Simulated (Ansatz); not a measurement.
## SnO2 (Cassiterite, P4_2/mnm): zone-centre modes against carrier density

Aim: how far do free carriers move the optical modes of SnO2 (Cassiterite, P4_2/mnm)?

Program: Ansatz 0.2.0. Level of theory: DFT LDA, scalar-relativistic, plane waves, PAW; PAW set soft_1. Results are calculated unless marked as measured.

### Step 1. Set-up

The structure is tetragonal, space group P4_2/mnm (No. 136). Conventional cell: a = 4.738 Å, b = 4.738 Å, c = 3.187 Å, α = 90.00°, β = 90.00°, γ = 90.00°. Nearest to O lie 3 Sn at 2.05 to 2.06 Å. Sn has 6 O at 2.05 to 2.06 Å nearest. Farther neighbours and most contacts between anions are not listed.

### Step 2. Relaxation

Harmonic phonons are second derivatives at a point where the forces vanish, and they are wanted at zero stress, so atoms and cell are relaxed first.

Input file input.yaml:

```yaml
crystal:
  lattice:
    - [4.738, 0.0, 0.0]
    - [0.0, 4.738, 0.0]
    - [0.0, 0.0, 3.1865]
  atoms:
    - { symbol: O, position: [0.3071, 0.3071, 0.0] }
    - { symbol: O, position: [0.1929, 0.8071, 0.5] }
    - { symbol: O, position: [0.6929, 0.6929, 0.0] }
    - { symbol: O, position: [0.8071, 0.1929, 0.5] }
    - { symbol: Sn, position: [0.0, 0.0, 0.0] }
    - { symbol: Sn, position: [0.5, 0.5, 0.5] }
kpoints:
  mp_grid: { grid: [6, 6, 8] }
hamiltonian:
  xc: lda
  pseudopotentials: { kind: paw, azcp: { folder: soft_1 }, xc_functional: pbe }
scf:
  occupations: { method: gaussian, width: 0.02 }
output:
  forces: true
  stress: true
  eigenvalues: true
  write_density: true
  write_potential: true
  elf: true
  volumetric_format: npy
relax:
  adjacent_minimum: "off"
  f_tol: 0.005
  max_steps: 80
  cell: { stress_tol: 0.05 }
```

Command:

```bash
$ ansatz run input.yaml --threads 8 --pin off --max-ram 16384MiB --backend cpu --events-out ev --progress --plain --runs-dir out
```

Numbers of over 12 decimals in the logs are rounded to 6 here.

Output:

```text
Engine: ansatz 0.2.0, aarch64-unknown-linux-gnu
Pseudopotentials: kind: paw
Pseudopotential: O, paw, valence charge 6, recommended cutoff 420 eV (normal), soft_1/O.paw.azcp
Pseudopotential: Sn, paw, valence charge 14, recommended cutoff 420 eV (normal), soft_1/Sn.paw.azcp
Functional definition: SPW92
  exchange = slater_x
  correlation = pw_c
Crystal: 6 atoms, lattice volume = 71.533 Å³
Basis set: ecut = 420 eV, 1411 PW (Γ)
Bands: 32, of which v1, the nominal top of the filled ones, is band 26 counted from 1 (25 counted from 0)
Symmetry: 16 space group operations
Space group: P42/mnm (ITA 136), of the structure as read, at distance tolerance 4.2e-5 Å
k-points: 50 of 288
Non-local potential: O, projectors of the file, l = 0: 2, l = 1: 2, l = 2: 1
Non-local potential: Sn, projectors of the file, l = 0: 2, l = 1: 2, l = 2: 2, l = 3: 1
PAW form: soft (Blöchl's): semilocal exchange-correlation on the pseudo side does not see the compensation charge
PAW frozen core: O, regenerated for the run's functional, and the local potential with it (the file was generated under x = pbe(κ = 0.804, μ = 0.219515), c = pbe(β = 0.066725))
PAW frozen core: Sn, regenerated for the run's functional, and the local potential with it (the file was generated under x = pbe(κ = 0.804, μ = 0.219515), c = pbe(β = 0.066725))
PAW one-centre angular grid: O, 110 points (default); XC on 64 Gauss nodes
PAW one-centre angular grid: Sn, 590 points (default); XC on 64 Gauss nodes
Initial density: superposition of atomic densities (chi_scale 0.1, normalization cell, long waves kept (reshape's long-wave potential 0.00 eV rms))
Initial wavefunctions: pseudopotential atomic-orbital guess
Functional: x = slater, c = lda
SCF iter   1: F=—  HF=-13981.255364 eV  |F-HF|=—  |Δ(HF+E_count)|=         —  Δρ=6.92e-2  dr2=2.60e0  ethr=3.10e-3  ⟨swp⟩=6.2  Hψ=7085  notcnv=0
preconditioner: auto → Resta (q_TF=auto, 2.587 Å⁻¹)  ε∞=3.5  [insulator: Δε(μ)=1.575 eV  Ē_g=19.948 eV  σ=0.020 eV  W_gap=1.00  n_scr=18 (ndim 8)  ℏωp=31.7 eV  f_vac=0.000  D(μ)=0.00/eV (n_scr^D=0)  ε∞_Penn≈3.5]
SCF iter   2: F=—  HF=-13980.714337 eV  |F-HF|=—  |Δ(HF+E_count)|=   5.41e-1  Δρ=3.48e-2  dr2=6.45e-1  ethr=3.10e-3  ⟨swp⟩=3.0  Hψ=3508  notcnv=0  defer=91
SCF iter   3: F=—  HF=-13980.538836 eV  |F-HF|=—  |Δ(HF+E_count)|=   1.76e-1  Δρ=4.83e-3  dr2=1.46e-2  ethr=1.24e-3  ⟨swp⟩=2.7  Hψ=2727  notcnv=0  defer=91
SCF iter   4: F=—  HF=-13980.537401 eV  |F-HF|=—  |Δ(HF+E_count)|=   1.43e-3  Δρ=8.86e-4  dr2=3.57e-4  ethr=2.80e-5  ⟨swp⟩=2.9  Hψ=2911  notcnv=0  defer=91
SCF iter   5: F=—  HF=-13980.537506 eV  |F-HF|=—  |Δ(HF+E_count)|=   1.06e-4  Δρ=1.42e-4  dr2=1.38e-5  ethr=6.87e-7  ⟨swp⟩=2.4  Hψ=2366  notcnv=0  defer=91
SCF iter   6: F=—  HF=-13980.537506 eV  |F-HF|=—  |Δ(HF+E_count)|=   5.43e-7  Δρ=3.87e-5  dr2=8.98e-7  ethr=2.66e-8  ⟨swp⟩=2.0  Hψ=2362  notcnv=0  defer=91
SCF iter   7: F=-13980.537506 eV  HF=-13980.537506 eV  |F-HF|=9.03e-9  |Δ(HF+E_count)|=   2.27e-7  Δρ=6.82e-6  dr2=3.66e-8  ethr=1.92e-10  ⟨swp⟩=15.9  Hψ=13664  notcnv=0
SCF 1 converged in 7 iterations: F = -13980.537506 eV  dr2 = 3.66e-8
  greatest PAW one-centre occupation: 0.997 electrons in one spin orbital (limit 2), on the Sn atom at site 5 (counted from 0), in its partial waves of l = 2
relax step   1: F+E_penalty+E_count = -13980.53750566 eV  Δ(F+E_penalty+E_count) = +0.000e0 eV  max|allowed force component| = 1.038e-1 eV/Å  Δτ_max = 0.0000 Å  P = -1.045 GPa  Ω = 71.533 Å³  (7 SCF iters, dr2 threshold 1.00e-7 eV, accepted)
Crystal: 6 atoms, lattice volume = 71.148 Å³
Initial density: handed on by an earlier stage of this run
Initial wavefunctions: those handed on with the density
iter 1 solved again at ethr=1.42e-6 eV; its pass at ethr=3.10e-3 eV (dr2=7.38e-4 eV) is discarded
SCF iter   1: F=—  HF=-13980.542408 eV  |F-HF|=—  |Δ(HF+E_count)|=         —  Δρ=1.22e-3  dr2=7.19e-4  ethr=1.42e-6  ⟨swp⟩=2.3  Hψ=8083  notcnv=0
preconditioner: auto → Resta (q_TF=auto, 2.589 Å⁻¹)  ε∞=3.6  [insulator: Δε(μ)=1.193 eV  Ē_g=19.516 eV  σ=0.020 eV  W_gap=1.00  n_scr=18 (ndim 8)  ℏωp=31.7 eV  f_vac=0.015  D(μ)=0.00/eV (n_scr^D=0)  ε∞_Penn≈3.6]
SCF iter   2: F=—  HF=-13980.542208 eV  |F-HF|=—  |Δ(HF+E_count)|=   2.00e-4  Δρ=4.52e-4  dr2=7.89e-5  ethr=1.38e-6  ⟨swp⟩=2.0  Hψ=2180  notcnv=0
SCF iter   3: F=—  HF=-13980.542185 eV  |F-HF|=—  |Δ(HF+E_count)|=   2.30e-5  Δρ=1.96e-4  dr2=1.73e-5  ethr=1.52e-7  ⟨swp⟩=2.0  Hψ=2889  notcnv=0
SCF iter   4: F=-13980.542180 eV  HF=-13980.542180 eV  |F-HF|=7.61e-8  |Δ(HF+E_count)|=   4.58e-6  Δρ=2.42e-5  dr2=3.88e-7  ethr=1.15e-9  ⟨swp⟩=9.6  Hψ=12937  notcnv=0
SCF 2 converged in 4 iterations: F = -13980.542180 eV  dr2 = 3.88e-7
  greatest PAW one-centre occupation: 0.998 electrons in one spin orbital (limit 2), on the Sn atom at site 5 (counted from 0), in its partial waves of l = 2
relax step   2: F+E_penalty+E_count = -13980.54218041 eV  Δ(F+E_penalty+E_count) = -4.675e-3 eV  max|allowed force component| = 3.850e-2 eV/Å  Δτ_max = 0.0050 Å  P = -0.042 GPa  Ω = 71.148 Å³  energy of the carried Pulay correction = +1.322e-3 eV  (4 SCF iters, dr2 threshold 6.00e-7 eV, accepted)
Crystal: 6 atoms, lattice volume = 71.026 Å³
iter 1 solved again at ethr=1.12e-7 eV; its pass at ethr=3.10e-3 eV (dr2=5.80e-5 eV) is discarded
SCF iter   1: F=—  HF=-13980.543483 eV  |F-HF|=—  |Δ(HF+E_count)|=         —  Δρ=4.22e-4  dr2=8.24e-5  ethr=1.12e-7  ⟨swp⟩=3.0  Hψ=8685  notcnv=0
preconditioner: auto → Resta (q_TF=auto, 2.590 Å⁻¹)  ε∞=3.6  [insulator: Δε(μ)=1.192 eV  Ē_g=19.519 eV  σ=0.020 eV  W_gap=1.00  n_scr=18 (ndim 8)  ℏωp=31.8 eV  f_vac=0.014  D(μ)=0.00/eV (n_scr^D=0)  ε∞_Penn≈3.6]
SCF iter   2: F=—  HF=-13980.543460 eV  |F-HF|=—  |Δ(HF+E_count)|=   2.37e-5  Δρ=2.22e-4  dr2=2.18e-5  ethr=1.12e-7  ⟨swp⟩=2.7  Hψ=2256  notcnv=0
SCF iter   3: F=—  HF=-13980.543452 eV  |F-HF|=—  |Δ(HF+E_count)|=   7.06e-6  Δρ=7.18e-5  dr2=2.85e-6  ethr=4.20e-8  ⟨swp⟩=2.4  Hψ=2548  notcnv=0
SCF iter   4: F=-13980.543452 eV  HF=-13980.543452 eV  |F-HF|=9.51e-9  |Δ(HF+E_count)|=   7.33e-7  Δρ=1.06e-5  dr2=6.21e-8  ethr=1.15e-9  ⟨swp⟩=11.9  Hψ=12958  notcnv=0
SCF 3 converged in 4 iterations: F = -13980.543452 eV  dr2 = 6.21e-8
relax step   3: F+E_penalty+E_count = -13980.54345170 eV  Δ(F+E_penalty+E_count) = -1.271e-3 eV  max|allowed force component| = 9.299e-3 eV/Å  Δτ_max = 0.0015 Å  P = +0.141 GPa  Ω = 71.026 Å³  energy of the carried Pulay correction = +1.744e-3 eV  (4 SCF iters, dr2 threshold 6.00e-7 eV, accepted)
[...]
relax step   4: F+E_penalty+E_count = -13980.54335223 eV  Δ(F+E_penalty+E_count) = +9.947e-5 eV  max|allowed force component| = 3.158e-3 eV/Å  Δτ_max = 0.0006 Å  P = -0.028 GPa  Ω = 71.067 Å³  energy of the carried Pulay correction = +1.602e-3 eV  (4 SCF iters, dr2 threshold 1.90e-7 eV, accepted)
[...]
relax step   5: F+E_penalty+E_count = -13980.54171667 eV  Δ(F+E_penalty+E_count) = +1.636e-3 eV  max|allowed force component| = 3.077e-3 eV/Å  Δτ_max = 0.0000 Å  P = -0.067 GPa  Ω = 71.067 Å³  stress off target by 7.25e-2 GPa  SCF on the basis re-selected at this cell (its energy is not comparable with the rows above)  (5 SCF iters)
[...]
relax step   6: F+E_penalty+E_count = -13980.54179556 eV  Δ(F+E_penalty+E_count) = -7.888e-5 eV  max|allowed force component| = 9.669e-6 eV/Å  Δτ_max = 0.0002 Å  P = -0.001 GPa  Ω = 71.046 Å³  energy of the carried Pulay correction = +7.314e-5 eV  (4 SCF iters, dr2 threshold 1.31e-8 eV, accepted)
iter 1 solved again at ethr=2.95e-8 eV; its pass at ethr=3.10e-3 eV (dr2=1.53e-5 eV) is discarded
SCF iter   1: F=—  HF=-13980.541735 eV  |F-HF|=—  |Δ(HF+E_count)|=         —  Δρ=2.82e-6  dr2=2.51e-9  ethr=2.95e-8  ⟨swp⟩=4.0  Hψ=12492  notcnv=0
SCF iter   2: F=—  HF=-13980.541737 eV  |F-HF|=—  |Δ(HF+E_count)|=   1.16e-6  Δρ=1.39e-6  dr2=1.30e-9  ethr=4.83e-12  ⟨swp⟩=3.4  Hψ=3657  notcnv=0
SCF iter   3: F=—  HF=-13980.541737 eV  |F-HF|=—  |Δ(HF+E_count)|=  1.62e-10  Δρ=6.83e-7  dr2=3.37e-10  ethr=2.50e-12  ⟨swp⟩=2.1  Hψ=1959  notcnv=0
SCF iter   4: F=-13980.541737 eV  HF=-13980.541737 eV  |F-HF|=0.00e0  |Δ(HF+E_count)|=  5.82e-11  Δρ=1.35e-7  dr2=5.77e-12  ethr=1.00e-12  ⟨swp⟩=5.0  Hψ=8524  notcnv=0
SCF 7 converged in 4 iterations: F = -13980.541737 eV  dr2 = 5.77e-12
relax step   7: F+E_penalty+E_count = -13980.54173663 eV  Δ(F+E_penalty+E_count) = +5.893e-5 eV  max|allowed force component| = 1.868e-5 eV/Å  Δτ_max = 0.0000 Å  P = -0.002 GPa  Ω = 71.046 Å³  stress off target by 2.11e-3 GPa  SCF on the basis re-selected at this cell (its energy is not comparable with the rows above)  (4 SCF iters)
basis re-selected at this cell: Δ(F+E_penalty+E_count) = +5.893e-5 eV, ΔP = -0.001 GPa vs the last step (what re-selecting the basis moved, of the pressure what is left beyond the Pulay correction that the steps carried, after the strain that the cell walked since its last selection, with what the two solves' SCF thresholds leave and, on support functions, any second-order correction that the steps lacked; it is no m [...]
SCF converged after 4 iterations
Free energy (F): -13980.541737 eV
Harris-Foulkes:  -13980.541737 eV  (|F-HF|=0.00e0)
Internal energy: -13980.541737 eV  (E = F + TS)
E sigma→0 (E₀):  -13980.541737 eV
Fermi energy:    9.895363 eV
--- Per-component energies (eV) ---
  E_band       = -123.912769
  E_kinetic    = 1017.444882
  E_local      = -3153.184928  (includes V_loc(G=0)·N_el)
  E_nonlocal   = 518.558805
  E_hartree    = 1429.262686
  E_xc         = -530.088089
  E_vxc        = -523.276805  (∫ρ·V_xc dr)
  E_paw        = -9067.919116  (= ΣΔE_a)
  E_vpaw       = -841.984025  (= ΣTr[D̂ρ^β])
  E_aug_tail   = 0.004003  (compensation charges beyond the density's cutoff)
  E_ewald      = -4195.857448
  E_core_change = 1.237468  (= ΣΔE_core)
  E_smearing   = -0.000000  (= −TS)
  E_closure    = -0.000000  (closes the sum)
  Σ components = -13980.541737   (vs F -13980.541737, Δ=0.00e0)
--- Forces (eV/Å), atoms counted from 1 ---
  atom   1  O     -0.00001868    -0.00001868     0.00000000
  atom   2  O      0.00001868    -0.00001868     0.00000000
  atom   3  O      0.00001868     0.00001868    -0.00000000
  atom   4  O     -0.00001868     0.00001868    -0.00000000
  atom   5  Sn    -0.00000000    -0.00000000     0.00000000
  atom   6  Sn     0.00000000     0.00000000     0.00000000
  max |Σ_I F_I| component: 1.73e-18 eV/Å
--- Stress (GPa, compression-positive) ---
       -0.002115      -0.000000       0.000000
       -0.000000      -0.002115      -0.000000
        0.000000      -0.000000      -0.000911
  P = ⅓ Tr σ = -0.0017 GPa (-0.017 kbar)
--- Band table (eV; the first three rows and the last of 50) ---
  k-point 0: bands = [... 22 lower, 8.0375, 8.5021, 8.5021, 9.3033, 10.4874, 15.2735, 15.4131, 15.4131, ... 2 higher]
  k-point 1: bands = [... 22 lower, 7.4484, 8.5374, 8.5374, 9.1664, 11.4475, 15.5956, 16.0694, 16.0694, ... 2 higher]
  k-point 2: bands = [... 22 lower, 6.7767, 8.4357, 8.4357, 8.7799, 13.0429, 16.0746, 17.5047, 17.5047, ... 2 higher]
  k-point 49: bands = [... 22 lower, 8.3185, 8.3185, 8.4584, 8.4584, 14.0331, 14.0331, 17.9766, 17.9766, ... 2 higher]
--- Relaxed structure (5 steps of the walk, 5 accepted, 2 SCFs on fresh bases) ---
  F+E_penalty+E_count = -13980.54173663 eV   max|allowed force component| = 1.868e-5 eV/Å   (the final SCF, on the basis selected at the relaxed cell)
  cell:  # Å, volume = 71.0463 Å³
    - [4.720188, 0, 0]
    - [0, 4.720188, 0]
    - [0, 0, 3.188766]
  atoms:
    - { symbol: O, position: [0.306075, 0.306075, 0] }
    - { symbol: O, position: [0.193925, 0.806075, 0.500000] }
    - { symbol: O, position: [0.693925, 0.693925, 0] }
    - { symbol: O, position: [0.806075, 0.193925, 0.500000] }
    - { symbol: Sn, position: [0, 0, 0] }
    - { symbol: Sn, position: [0.5, 0.5, 0.500000] }
```

Run time: 11 s. Hardware: 8 threads of Arm Neoverse N1, shared host; peak memory 0.48 GiB.

Step by step:

```
step  energy less that of the first step (eV)  largest force component (eV/Å)  pressure (GPa)  volume (Å³)
   1                                   0.0000                          0.1038           -1.04        71.53
   2                                  -0.0047                          0.0385           -0.04        71.15
   3                                  -0.0059                          0.0093            0.14        71.03
   4                                  -0.0058                          0.0032           -0.03        71.07
  5*                                  -0.0042                          0.0031           -0.07        71.07
   6                                  -0.0043                          0.0000            0.00        71.05
  7*                                  -0.0042                          0.0000            0.00        71.05
```

Relaxation steps marked * repeat the geometry before them on a plane-wave basis chosen anew for their cell, so energy and pressure can jump there.

Forces are held to the 16 operations that the run works with; a distortion that breaks them can't arise in this run.

```
conventional cell, symmetrised  before  after  change
                         a (Å)   4.738  4.720  -0.4 %
                         b (Å)   4.738  4.720  -0.4 %
                         c (Å)   3.187  3.189  +0.1 %
              volume (Å³/atom)   11.92  11.84  -0.7 %
```

The relaxed structure:

```xyz
6
Lattice="4.7202 0.0000 0.0000 0.0000 4.7202 0.0000 0.0000 0.0000 3.1888" Properties=species:S:1:pos:R:3 pbc="T T T"
O     1.4447    1.4447    0.0000
O     0.9154    3.8048    1.5944
O     3.2755    3.2755    0.0000
O     3.8048    0.9154    1.5944
Sn    0.0000    0.0000    0.0000
Sn    2.3601    2.3601    1.5944
```

Numbers from this step:

```yaml
pressure: -0.001713 GPa
gap_on_the_k_mesh: 1.184 eV
volume_per_atom: 11.84 Å³
```

Electrostatic potential energy in the ab plane at fractional z = 0.000, with atoms of O and Sn within 0.2 Å of it. With pseudopotentials it is smooth inside the atoms' cores, unlike the true potential.

Ten even steps from '0' (-29 eV) to '9' (16 eV), each cell a mean:
```
95268999998437
32489999987632
56789999521475
88999998200278
99999998300489
99999988755899
99998888899999
99831278999999
99600059999999
77610169999887
34654699999753
63378999998525
97268999998439
```
Columns run along a (4.7 Å; values clipped at the 3rd and 97th percentile), rows up along b (4.7 Å). Atoms in or near the plane, at fractional coordinates: O at (0.31, 0.31), O at (0.69, 0.69), Sn at (0.00, 0.00).

Valence density in the ab plane at fractional z = 0.000, with atoms of O and Sn within 0.2 Å of it. It is the smooth field of the valence electrons, not physical close to the nuclei.

Values in e/Å³, 13 rows by 14 columns, each cell a mean:
```
 9  5  2  0  0  0  0  0  0  0  0  1  3  7
 3  2  1  0  0  0  0  0  0  1  1  1  1  2
 0  0  0  0  0  0  0  0  2  3  4  2  1  0
 0  0  0  0  0  0  0  1  3  7  7  3  1  0
 0  0  0  0  0  0  0  1  2  5  5  2  1  0
 0  0  0  0  0  0  0  0  1  1  2  1  0  0
 0  0  0  1  1  1  0  0  0  0  0  0  0  0
 0  0  1  2  4  2  1  0  0  0  0  0  0  0
 0  0  1  5  8  5  2  0  0  0  0  0  0  0
 0  0  1  4  6  4  1  0  0  0  0  0  0  0
 1  1  1  1  2  1  1  0  0  0  0  0  0  1
 6  4  1  0  0  0  0  0  0  0  0  0  2  5
12  7  2  0  0  0  0  0  0  0  0  1  4  9
```
Columns run along a (4.7 Å), rows up along b (4.7 Å). Atoms in or near the plane, at fractional coordinates: O at (0.31, 0.31), O at (0.69, 0.69), Sn at (0.00, 0.00).

ELF in the ab plane at fractional z = 0.000, with atoms of O and Sn within 0.2 Å of it. It is the smooth field of the valence electrons, not physical close to the nuclei.

Ten even steps from '0' (0.00) to '9' (0.83), each cell a mean:
```
00210001343210
12210015898521
21100028999852
10000028965983
00000016877983
00123113699962
02688631246420
15998872101000
15984795100000
14897896100011
22489984000122
01236641001210
00121100001210
```
Columns run along a (4.7 Å), rows up along b (4.7 Å). Atoms in or near the plane, at fractional coordinates: O at (0.31, 0.31), O at (0.69, 0.69), Sn at (0.00, 0.00).

In this step the volume went from 11.92 to 11.84 Å³/atom.

### Step 3. Tight relaxation

Phonons need small forces and stress, so the relaxation is finished with tight tolerances on 8×8×8 k points.

Input file input.yaml:

```yaml
crystal:
  lattice:
    - [4.7201877157, 0.0, 0.0]
    - [0.0, 4.7201877157, 0.0]
    - [0.0, 0.0, 3.1887662489]
  atoms:
    - { symbol: O, position: [0.3060749334, 0.3060749334, 0.0] }
    - { symbol: O, position: [0.1939250666, 0.8060749334, 0.5] }
    - { symbol: O, position: [0.6939250666, 0.6939250666, 0.0] }
    - { symbol: O, position: [0.8060749334, 0.1939250666, 0.5] }
    - { symbol: Sn, position: [0.0, 0.0, 0.0] }
    - { symbol: Sn, position: [0.5, 0.5, 0.5] }
kpoints:
  mp_grid: { grid: [8, 8, 8] }
hamiltonian:
  xc: lda
  pseudopotentials: { kind: paw, azcp: { folder: soft_1 }, xc_functional: pbe }
scf:
  occupations: { method: fixed }
output:
  forces: true
  stress: true
  eigenvalues: true
relax:
  adjacent_minimum: "off"
  f_tol: 0.001
  max_steps: 60
  cell: { stress_tol: 0.01 }
```

Output:

```text
[...]
Crystal: 6 atoms, lattice volume = 71.046 Å³
Basis set: ecut = 420 eV, 1411 PW (Γ)
Bands: 32, of which v1, the nominal top of the filled ones, is band 26 counted from 1 (25 counted from 0)
Symmetry: 16 space group operations
[...]
k-points: 75 of 512
[...]
cell:  # Å, volume = 71.0463 Å³
    - [4.7201877157, 0.0, 0.0]
    - [0.0, 4.7201877157, 0.0]
    - [0.0, 0.0, 3.1887662489]
  atoms:
    - { symbol: O, position: [0.3060749334, 0.3060749334, 0.0] }
    - { symbol: O, position: [0.1939250666, 0.8060749334, 0.5] }
    - { symbol: O, position: [0.693925, 0.693925, 0.0] }
    - { symbol: O, position: [0.8060749334, 0.1939250666, 0.5] }
    - { symbol: Sn, position: [0.0, 0.0, 0.0] }
    - { symbol: Sn, position: [0.5, 0.5, 0.5] }
[key lines of the parts left out:]
SCF converged after 6 iterations
Free energy (F): -13980.541669 eV
Fermi energy:    9.303278 eV
P = ⅓ Tr σ = -0.0010 GPa (-0.010 kbar)
```

It took 5.5 s on 8 threads; peak memory 0.5 GiB; 39 s of CPU time.

Little changed from the start: no atom moved by 0.005 Å and no cell edge by 0.1 %.

This step gave:

- pressure: -9.76e-4 GPa

The largest force component left is 0.026 meV/Å and the pressure is -0.001 GPa, within the tolerances set. The cell now holds 11.84 Å³/atom.

### Step 4. A member of the series: no carriers

The cell of the neutral crystal is kept with no carriers. The bands are sampled on 18×18×25 points with Fermi-Dirac filling of 0.03 eV.

input.yaml, as its differences from that of step 3:

```diff
@@ -13,3 +13,3 @@
 kpoints:
-  mp_grid: { grid: [8, 8, 8] }
+  mp_grid: { grid: [18, 18, 25] }
 hamiltonian:
@@ -18,3 +18,3 @@
 scf:
-  occupations: { method: fixed }
+  occupations: { method: fermi_dirac, width: 0.03 }
 output:
@@ -27,2 +27 @@
   max_steps: 60
-  cell: { stress_tol: 0.01 }
```

Output:

```text
[...]
F+E_penalty+E_count = -13980.54176144 eV   max|allowed force component| = 4.363e-5 eV/Å
  atoms:
    - { symbol: O, position: [0.3060749334, 0.3060749334, 0.0] }
    - { symbol: O, position: [0.1939250666, 0.8060749334, 0.5] }
    - { symbol: O, position: [0.693925, 0.693925, 0.0] }
    - { symbol: O, position: [0.8060749334, 0.1939250666, 0.5] }
    - { symbol: Sn, position: [0.0, 0.0, 0.0] }
    - { symbol: Sn, position: [0.5, 0.5, 0.5] }
[key lines of the parts left out:]
SCF converged after 4 iterations
Free energy (F): -13980.541761 eV
Fermi energy:    9.934018 eV
P = ⅓ Tr σ = -0.0003 GPa (-0.003 kbar)
```

It took 36 s on 8 threads; peak memory 1.3 GiB; 4.6 min of CPU time.

No atom moved by 0.005 Å in the relaxation.

The largest force component left is 0.044 meV/Å.

(Part 1 of 2 ends here.)

[Logs are printed without paths, hosts, clocks, repeated set-up lines and the standing remarks that a program may print on its own settings, such as how far it seeks lower states.]

[Hosts, paths, dates, database ids (printed as entryN), source tags and the programs' standing remarks are cut or masked in the printed files.]
